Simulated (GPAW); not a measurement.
## H2 in line between two In chains: transmission at several levels

Aim: T(E), conductance and thermopower of H2 in line between two In chains, and what cheaper settings cost in accuracy.

Method: GPAW LCAO, PAW setups; Landauer transmission from Green's functions with principal layers (ASE), zero bias, in GPAW 26.7.0.

## (1) Set-up

The cell holds 12 atoms: 10 In and 2 H. Cell: a = 9.000 Å, b = 9.000 Å, c = 30.794 Å, α = 90.0°, β = 90.0°, γ = 90.0°. Regions: left lead, 5 atoms (5 In); channel, 2 atoms (2 H); right lead, 5 atoms (5 In). Vacuum lies along a and b. The structure is stacked along c, and the current runs across the ab planes.

## (2) GPAW, dzp

Localised orbitals split the wire into layers that couple to their neighbours alone, which is what the Green's function method needs; double zeta with polarisation is the usual level for numbers.

Contents of run.py:

```python
import json
import numpy as np
from ase import Atoms
from ase.transport.calculators import TransportCalculator
from gpaw import GPAW, FermiDirac
from gpaw.lcao.tools import get_lcao_hamiltonian
from scipy.linalg import eigh

# The junction with lead layers at both ends, along the third cell vector
device = Atoms(
    ['In', 'In', 'In', 'In', 'In', 'H', 'H', 'In', 'In', 'In', 'In', 'In'],
    positions=[
        [4.50000, 4.50000, 1.47500],
        [4.50000, 4.50000, 4.42500],
        [4.50000, 4.50000, 7.37500],
        [4.50000, 4.50000, 10.32500],
        [4.50000, 4.50000, 13.27500],
        [4.50000, 4.50000, 14.97220],
        [4.50000, 4.50000, 15.82220],
        [4.50000, 4.50000, 17.51940],
        [4.50000, 4.50000, 20.46940],
        [4.50000, 4.50000, 23.41940],
        [4.50000, 4.50000, 26.36940],
        [4.50000, 4.50000, 29.31940]],
    cell=[[9.0, 0.0, 0.0], [0.0, 9.0, 0.0], [0.0, 0.0, 30.7944]],
    pbc=True)

# One principal layer of the lead: the first 3 atoms of the device
lead = Atoms(
    ['In', 'In', 'In'],
    positions=[
        [4.50000, 4.50000, 1.47500],
        [4.50000, 4.50000, 4.42500],
        [4.50000, 4.50000, 7.37500]],
    cell=[[9.0, 0.0, 0.0], [0.0, 9.0, 0.0], [0.0, 0.0, 8.85]],
    pbc=True)

settings = dict(mode='lcao', basis='dzp', xc='PBE', h=0.2,
                occupations=FermiDirac(0.1), maxiter=250,
                mixer=dict(beta=0.1, nmaxold=8, weight=100.0),
                convergence=dict(density=0.0001))
energies = np.arange(-2, 2 + 1e-9, 0.05)
eta = 0.0001
n1, n2 = 1, 1
# k and -k transmit alike, so half of the mesh across the current serves
mesh = [(i, j) for i in range(n1) for j in range(n2) if (i, j) <= (-i % n1, -j % n2)]
weights = np.array([1 if (i, j) == (-i % n1, -j % n2) else 2 for i, j in mesh]) / (n1 * n2)

# [... helper functions left out ...]
fermi_lead = ground_state(lead, (1, 1, 13), 'lead.txt')
fermi_device = ground_state(device, (1, 1, 3), 'device.txt')
# [... loop over the mesh left out, but for ...]
        # Shift the lead onto the potential of the device's first layer
        shift = ((H[:, 0, 0] - H0[:, 0, 0]) / S0[0, 0]).real.mean()
# [...]
kT = 8.617333e-5 * 300
bias = [0.1, 0.2, 0.5, 1.0, 1.5, 2.0]
# [... integrals and printing left out ...]
```

The run is started by

```sh
$ OMP_NUM_THREADS=1 OPENBLAS_NUM_THREADS=1 python run.py
```

The log of the run:

```text
basis functions: device 240, principal layer 69
Fermi level: lead -2.2014 eV, device -2.1727 eV; lead shifted by -0.0122 eV
largest coupling past the next layer 1.88e-06 eV, largest misfit of the first layer 0.022 eV
  E-E_F (eV)   T (one spin)  [channel counts left out]
    -2.000    5.3366e-01
    -1.950    1.5977e-05
    -1.900    3.0907e-07
    -1.850    6.7313e-08
    -1.800    2.7488e-08
    -1.750    1.5530e-08
    -1.700    1.0876e-08
    -1.650    8.9879e-09
    -1.600    8.5696e-09
    -1.550    9.3739e-09
    -1.500    1.1876e-08
    -1.450    1.7966e-08
    -1.400    3.4933e-08
    -1.350    1.0698e-07
    -1.300    1.4911e-06
    -1.250    7.4444e-01
[...]
1.650    1.6895e+00
     1.700    1.6775e+00
     1.750    1.6659e+00
     1.800    1.6545e+00
     1.850    1.6508e+00
     1.900    1.6344e+00
     1.950    1.6235e+00
     2.000    1.6128e+00
conductance at 300 K: 2.5359 G0 a cell; thermopower -0.8291 uV/K
current from the zero-bias T(E) at 0.1 V: 19.566 uA
current from the zero-bias T(E) at 0.2 V: 38.548 uA
current from the zero-bias T(E) at 0.5 V: 84.689 uA
current from the zero-bias T(E) at 1.0 V: 146.01 uA
current from the zero-bias T(E) at 1.5 V: 203.02 uA
current from the zero-bias T(E) at 2.0 V: 258.17 uA
```

Wall time 2 min (1 thread of AMD EPYC 7R43, shared host); peak memory 1.1 GiB.

This step gave:

```yaml
conductance: 2.536 G₀
largest_coupling_past_the_next_principal_layer: 1.88e-6 eV
largest_misfit_of_the_first_principal_layer: 0.02248 eV
shift_that_aligns_the_lead: -0.01215 eV
basis_functions_of_the_junction: 240
basis_functions_of_a_principal_layer: 69
transmission_at_the_fermi_level_one_spin: 2.562
```

One spin. Transmission, zone mean against energy, zero at the Fermi level:

```
energy (eV)  transmission, zone mean
     -2.000                    0.534
     -1.800                   2.7e-8
     -1.600                   8.6e-9
     -1.400                   3.5e-8
     -1.200                    0.892
     -1.000                    0.978
     -0.800                    0.991
     -0.600                    0.996
     -0.400                    0.998
     -0.200                    0.999
     -0.050                     2.56
      0.000                     2.56
      0.200                     2.36
      0.400                     2.13
      0.600                     1.95
      0.800                     1.87
      1.000                     1.84
      1.200                     1.80
      1.400                     1.75
      1.600                     1.70
      1.800                     1.65
      2.000                     1.61
```

Not self-consistent under bias; the bias window is split evenly. The current through one cell, from the zero-bias transmission by bias:

```
bias (V)  current through one cell, from the zero-bias transmission (μA)
   0.100                                                            19.6
   0.200                                                            38.5
   0.500                                                            84.7
   1.000                                                             146
   1.500                                                             203
   2.000                                                             258
```

The transmission of the three most open eigenchannels by energy, zero at the Fermi level:

```
energy (eV)  channel 1  channel 2 = channel 3
      -2.00      0.534                      0
      -1.85     6.7e-8                      0
      -1.70     1.1e-8                      0
      -1.60     8.6e-9                      0
      -1.45     1.8e-8                      0
      -1.30     1.5e-6                      0
      -1.15      0.937                      0
      -1.05      0.970                      0
      -0.90      0.987                      0
      -0.75      0.993                      0
      -0.60      0.996                      0
      -0.50      0.997                      0
      -0.35      0.998                      0
      -0.20      0.999                 6.7e-8
      -0.05      0.999                  0.782
       0.00      0.999                  0.781
       0.05      0.999                  0.764
       0.20      0.999                  0.681
       0.35      0.999                  0.606
       0.50      0.999                  0.513
       0.60      0.999                  0.477
       0.75      0.999                  0.444
       0.90      0.999                  0.427
       1.05      0.999                  0.415
       1.15      0.999                  0.406
       1.30      0.999                  0.390
       1.45      0.999                  0.371
       1.60      0.999                  0.351
       1.70      0.999                  0.339
       1.85      0.999                  0.326
       2.00      0.999                  0.307
```

Couplings past the next layer reach 1.9e-6 eV, small enough to drop; the matrix elements of the cell's first layer differ from the bulk lead's by up to 0.022 eV. That layer keeps its own values in the calculation, and only beyond it is the lead taken as perfect. The Fermi levels of lead and junction count from different zeros of potential, one for each periodic cell; with both set to zero, the small remaining shift is what aligns them. By hand: G = 2.536 × 77.48 μS = 196 μS, a resistance of 5.09 kΩ; at 0.1 V a linear junction would pass 19.6 μA, and the integral over the bias window gives 19.6 μA.

## (3) GPAW, szp: basis = "szp(dzp)"

One radial function a shell plus polarisation makes the matrices smaller; the question is what that costs.

run.py, as its differences from that of step 2:

```diff
@@ -37,3 +37,3 @@
 
-settings = dict(mode='lcao', basis='dzp', xc='PBE', h=0.2,
+settings = dict(mode='lcao', basis='szp(dzp)', xc='PBE', h=0.2,
                 occupations=FermiDirac(0.1), maxiter=250,
```

The log of the run:

```text
basis functions: device 148, principal layer 42
Fermi level: lead -2.3506 eV, device -2.3147 eV; lead shifted by -0.0143 eV
largest coupling past the next layer 1.86e-06 eV, largest misfit of the first layer 0.025 eV
  E-E_F (eV)   T (one spin)  [channel counts left out]
    -2.000    1.1907e-07
    -1.950    3.4014e-08
    -1.900    1.5087e-08
    -1.850    8.6169e-09
    -1.800    5.8544e-09
    -1.750    4.5458e-09
    -1.700    3.9473e-09
    -1.650    3.7907e-09
    -1.600    4.0110e-09
    -1.550    4.6905e-09
    -1.500    6.1289e-09
    -1.450    9.1583e-09
    -1.400    1.6397e-08
    -1.350    3.9014e-08
    -1.300    1.6767e-07
    -1.250    2.9574e-05
[...]
1.650    1.6398e+00
     1.700    1.6263e+00
     1.750    1.6134e+00
     1.800    1.6006e+00
     1.850    1.5926e+00
     1.900    1.5785e+00
     1.950    1.5671e+00
     2.000    1.5558e+00
conductance at 300 K: 2.5113 G0 a cell; thermopower -0.9651 uV/K
current from the zero-bias T(E) at 0.1 V: 19.368 uA
current from the zero-bias T(E) at 0.2 V: 38.096 uA
current from the zero-bias T(E) at 0.5 V: 83.485 uA
current from the zero-bias T(E) at 1.0 V: 144.31 uA
current from the zero-bias T(E) at 1.5 V: 200.93 uA
current from the zero-bias T(E) at 2.0 V: 255.74 uA
```

It took 99 s on 1 thread; peak memory 1 GiB.

Numbers from this step:

| Quantity | Value |
| --- | --- |
| conductance | 2.511 G₀ |
| largest coupling past the next principal layer | 1.86e-6 eV |
| largest misfit of the first principal layer | 0.02465 eV |
| shift that aligns the lead | -0.01430 eV |
| basis functions of the junction | 148 |
| basis functions of a principal layer | 42 |
| transmission at the Fermi level (one spin) | 2.539 |

One spin. Table of transmission, zone mean by energy, zero at the Fermi level:

```
energy (eV)  transmission, zone mean
      -2.00                   1.2e-7
      -1.85                   8.6e-9
      -1.70                   3.9e-9
      -1.60                   4.0e-9
      -1.45                   9.2e-9
      -1.30                   1.7e-7
      -1.15                    0.949
      -1.05                    0.982
      -0.90                    0.994
      -0.75                    0.998
      -0.60                    0.999
      -0.50                    0.999
      -0.35                    0.999
      -0.20                    0.999
      -0.05                     2.54
       0.00                     2.54
       0.05                     2.50
       0.20                     2.34
       0.35                     2.17
       0.50                     2.00
       0.60                     1.93
       0.75                     1.86
       0.90                     1.83
       1.05                     1.80
       1.15                     1.78
       1.30                     1.74
       1.45                     1.70
       1.60                     1.65
       1.70                     1.63
       1.85                     1.59
       2.00                     1.56
```

Not self-consistent under bias; the bias window is split evenly. Table of current through one cell, from the zero-bias transmission by bias:

```
bias (V)  current through one cell, from the zero-bias transmission (μA)
   0.100                                                            19.4
   0.200                                                            38.1
   0.500                                                            83.5
   1.000                                                             144
   1.500                                                             201
   2.000                                                             256
```

Table of transmission of the three most open eigenchannels by energy, zero at the Fermi level:

```
energy (eV)  channel 1  channel 2 = channel 3
     -1.400     1.6e-8                      0
     -1.200      0.882                      0
     -1.000      0.988                      0
     -0.800      0.997                      0
     -0.600      0.999                      0
     -0.400      0.999                      0
     -0.200      0.999                 3.0e-8
      0.000      0.999                  0.770
      0.200      0.998                  0.670
      0.400      0.998                  0.553
      0.600      0.997                  0.466
      0.800      0.997                  0.426
      1.000      0.997                  0.407
      1.200      0.997                  0.386
      1.400      0.998                  0.358
      1.600      0.998                  0.328
      1.800      0.998                  0.301
      2.000      0.999                  0.279
```

The conductance, 2.51 G₀, lies 1.0 % below that of the dzp run.

## (4) Minimal basis

The minimal basis is the cheapest rung: no second zeta and no polarisation.

run.py, as its differences from that of step 3:

```diff
@@ -37,3 +37,3 @@
 
-settings = dict(mode='lcao', basis='szp(dzp)', xc='PBE', h=0.2,
+settings = dict(mode='lcao', basis='sz(dzp)', xc='PBE', h=0.2,
                 occupations=FermiDirac(0.1), maxiter=250,
```

The log of the run:

```text
basis functions: device 92, principal layer 27
Fermi level: lead -2.2681 eV, device -2.2254 eV; lead shifted by -0.0100 eV
largest coupling past the next layer 1.93e-06 eV, largest misfit of the first layer 0.026 eV
  E-E_F (eV)   T (one spin)  [channel counts left out]
    -2.000    9.4668e-01
    -1.950    9.1541e-01
    -1.900    8.2743e-01
[...]
1.950    1.4500e+00
     2.000    1.4373e+00
conductance at 300 K: 2.4102 G0 a cell; thermopower -0.4399 uV/K
current from the zero-bias T(E) at 0.1 V: 18.597 uA
current from the zero-bias T(E) at 0.2 V: 36.657 uA
current from the zero-bias T(E) at 0.5 V: 80.785 uA
current from the zero-bias T(E) at 1.0 V: 138.91 uA
current from the zero-bias T(E) at 1.5 V: 193.08 uA
current from the zero-bias T(E) at 2.0 V: 245.46 uA
```

Wall time 67 s (1 thread); peak memory 0.94 GiB.

Numbers from this step:

* conductance: 2.410 G₀
* largest coupling past the next principal layer: 1.93e-6 eV
* largest misfit of the first principal layer: 0.02602 eV
* shift that aligns the lead: -0.01002 eV
* basis functions of the junction: 92
* basis functions of a principal layer: 27
* transmission at the Fermi level (one spin): 2.436

One spin. Table of transmission, zone mean by energy, zero at the Fermi level:

energy (eV), transmission, zone mean and a bar:
```
   -2.000       0.95 ############
   -1.800       0.00 
   -1.600       0.00 
   -1.400       0.00 
   -1.200       0.91 ###########
   -1.000       0.99 ############
   -0.800       1.00 ############
   -0.600       1.00 ############
   -0.400       1.00 ############
   -0.200       1.00 ############
   -0.050       2.44 ##############################
    0.000       2.44 ##############################
    0.200       2.21 ###########################
    0.400       1.96 ########################
    0.600       1.80 ######################
    0.800       1.73 #####################
    1.000       1.68 #####################
    1.200       1.65 ####################
    1.400       1.60 ####################
    1.600       1.54 ###################
    1.800       1.49 ##################
    2.000       1.44 ##################
```

The conductance, 2.41 G₀, lies 5.0 % below that of the dzp run.

## (5) revPBE in the dzp basis: xc = "revPBE"

Back in the dzp basis, the functional changes from PBE to revPBE, to set the spread between functionals beside that between bases.

run.py, as its differences from that of step 4:

```diff
@@ -37,3 +37,3 @@
 
-settings = dict(mode='lcao', basis='sz(dzp)', xc='PBE', h=0.2,
+settings = dict(mode='lcao', basis='dzp', xc='revPBE', h=0.2,
                 occupations=FermiDirac(0.1), maxiter=250,
```

The log of the run:

```text
basis functions: device 240, principal layer 69
Fermi level: lead -2.0990 eV, device -2.0693 eV; lead shifted by -0.0120 eV
largest coupling past the next layer 1.88e-06 eV, largest misfit of the first layer 0.023 eV
  E-E_F (eV)   T (one spin)  [channel counts left out]
    -2.000    7.3224e-01
    -1.950    6.4545e-04
    -1.900    6.9842e-07
[...]
1.950    1.6043e+00
     2.000    1.5944e+00
conductance at 300 K: 2.4966 G0 a cell; thermopower -0.8301 uV/K
current from the zero-bias T(E) at 0.1 V: 19.26 uA
current from the zero-bias T(E) at 0.2 V: 37.927 uA
current from the zero-bias T(E) at 0.5 V: 83.298 uA
current from the zero-bias T(E) at 1.0 V: 143.63 uA
current from the zero-bias T(E) at 1.5 V: 199.75 uA
current from the zero-bias T(E) at 2.0 V: 254.15 uA
```

Wall time 1.8 min (1 thread); peak memory 1 GiB.

Numbers from this step:

```yaml
conductance: 2.497 G₀
largest_coupling_past_the_next_principal_layer: 1.88e-6 eV
largest_misfit_of_the_first_principal_layer: 0.02329 eV
shift_that_aligns_the_lead: -0.01201 eV
basis_functions_of_the_junction: 240
basis_functions_of_a_principal_layer: 69
transmission_at_the_fermi_level_one_spin: 2.523
```

The conductance, 2.50 G₀, lies 1.5 % below that of the dzp run.

## (6) The ladder

Times are for 1 thread of AMD EPYC 7R43, shared host. The runs compared:

```
no.         run  conductance (G₀)     time  memory (GiB)
  1         dzp             2.536    2 min           1.1
  2         szp             2.511     99 s           1.0
  3          sz             2.410     67 s          0.94
  4  dzp revPBE             2.497  1.8 min           1.0
```

## (7) Comparison

The curves are compared point by point over the common energies.

This step: comparison of transmission and cost over codes and levels (GPAW 26.7.0).

Ladder, by row:

```
      step  code  T at the Fermi level (sum over the listed spins)  conductance (G0)  r.m.s. T(E) from the first  wall time (s)  peak memory (GiB)  threads
       dzp  GPAW                                             2.562             2.536                           0          119.2               1.05        1
       szp  GPAW                                             2.539             2.511                      0.1062          98.75               1.02        1
        sz  GPAW                                             2.436              2.41                      0.2013          67.25               0.94        1
dzp-revPBE  GPAW                                             2.523             2.497                     0.03624          106.5               1.04        1
```

The transmission, zone mean, sum over the listed spins by energy, zero at the Fermi level:

```
energy (eV)     dzp     szp      sz  dzp-revPBE
     -2.000   0.534  1.2e-7   0.947       0.732
     -1.800  2.7e-8  5.9e-9  8.8e-7      3.7e-8
     -1.600  8.6e-9  4.0e-9  1.9e-8      1.0e-8
     -1.400  3.5e-8  1.6e-8  3.2e-8      4.5e-8
     -1.200   0.892   0.882   0.906       0.909
     -1.000   0.978   0.988   0.989       0.979
     -0.800   0.991   0.997   0.997       0.992
     -0.600   0.996   0.999   0.999       0.996
     -0.400   0.998   0.999   0.999       0.998
     -0.200   0.999   0.999    1.00       0.999
     -0.050    2.56    2.54    2.44        2.52
      0.000    2.56    2.54    2.44        2.52
      0.200    2.36    2.34    2.21        2.31
      0.400    2.13    2.10    1.96        2.08
      0.600    1.95    1.93    1.80        1.91
      0.800    1.87    1.85    1.73        1.83
      1.000    1.84    1.81    1.68        1.80
      1.200    1.80    1.77    1.65        1.77
      1.400    1.75    1.71    1.60        1.72
      1.600    1.70    1.65    1.54        1.68
      1.800    1.65    1.60    1.49        1.63
      2.000    1.61    1.56    1.44        1.59
```

[end of part 1 of 2]

[Logs are printed without paths, hosts, clocks, repeated set-up lines and the standing remarks that a program may print on its own settings, such as how far it seeks lower states.]

[Hosts, paths, dates, database ids (printed as entryN), source tags and the programs' standing remarks are cut or masked in the printed files.]
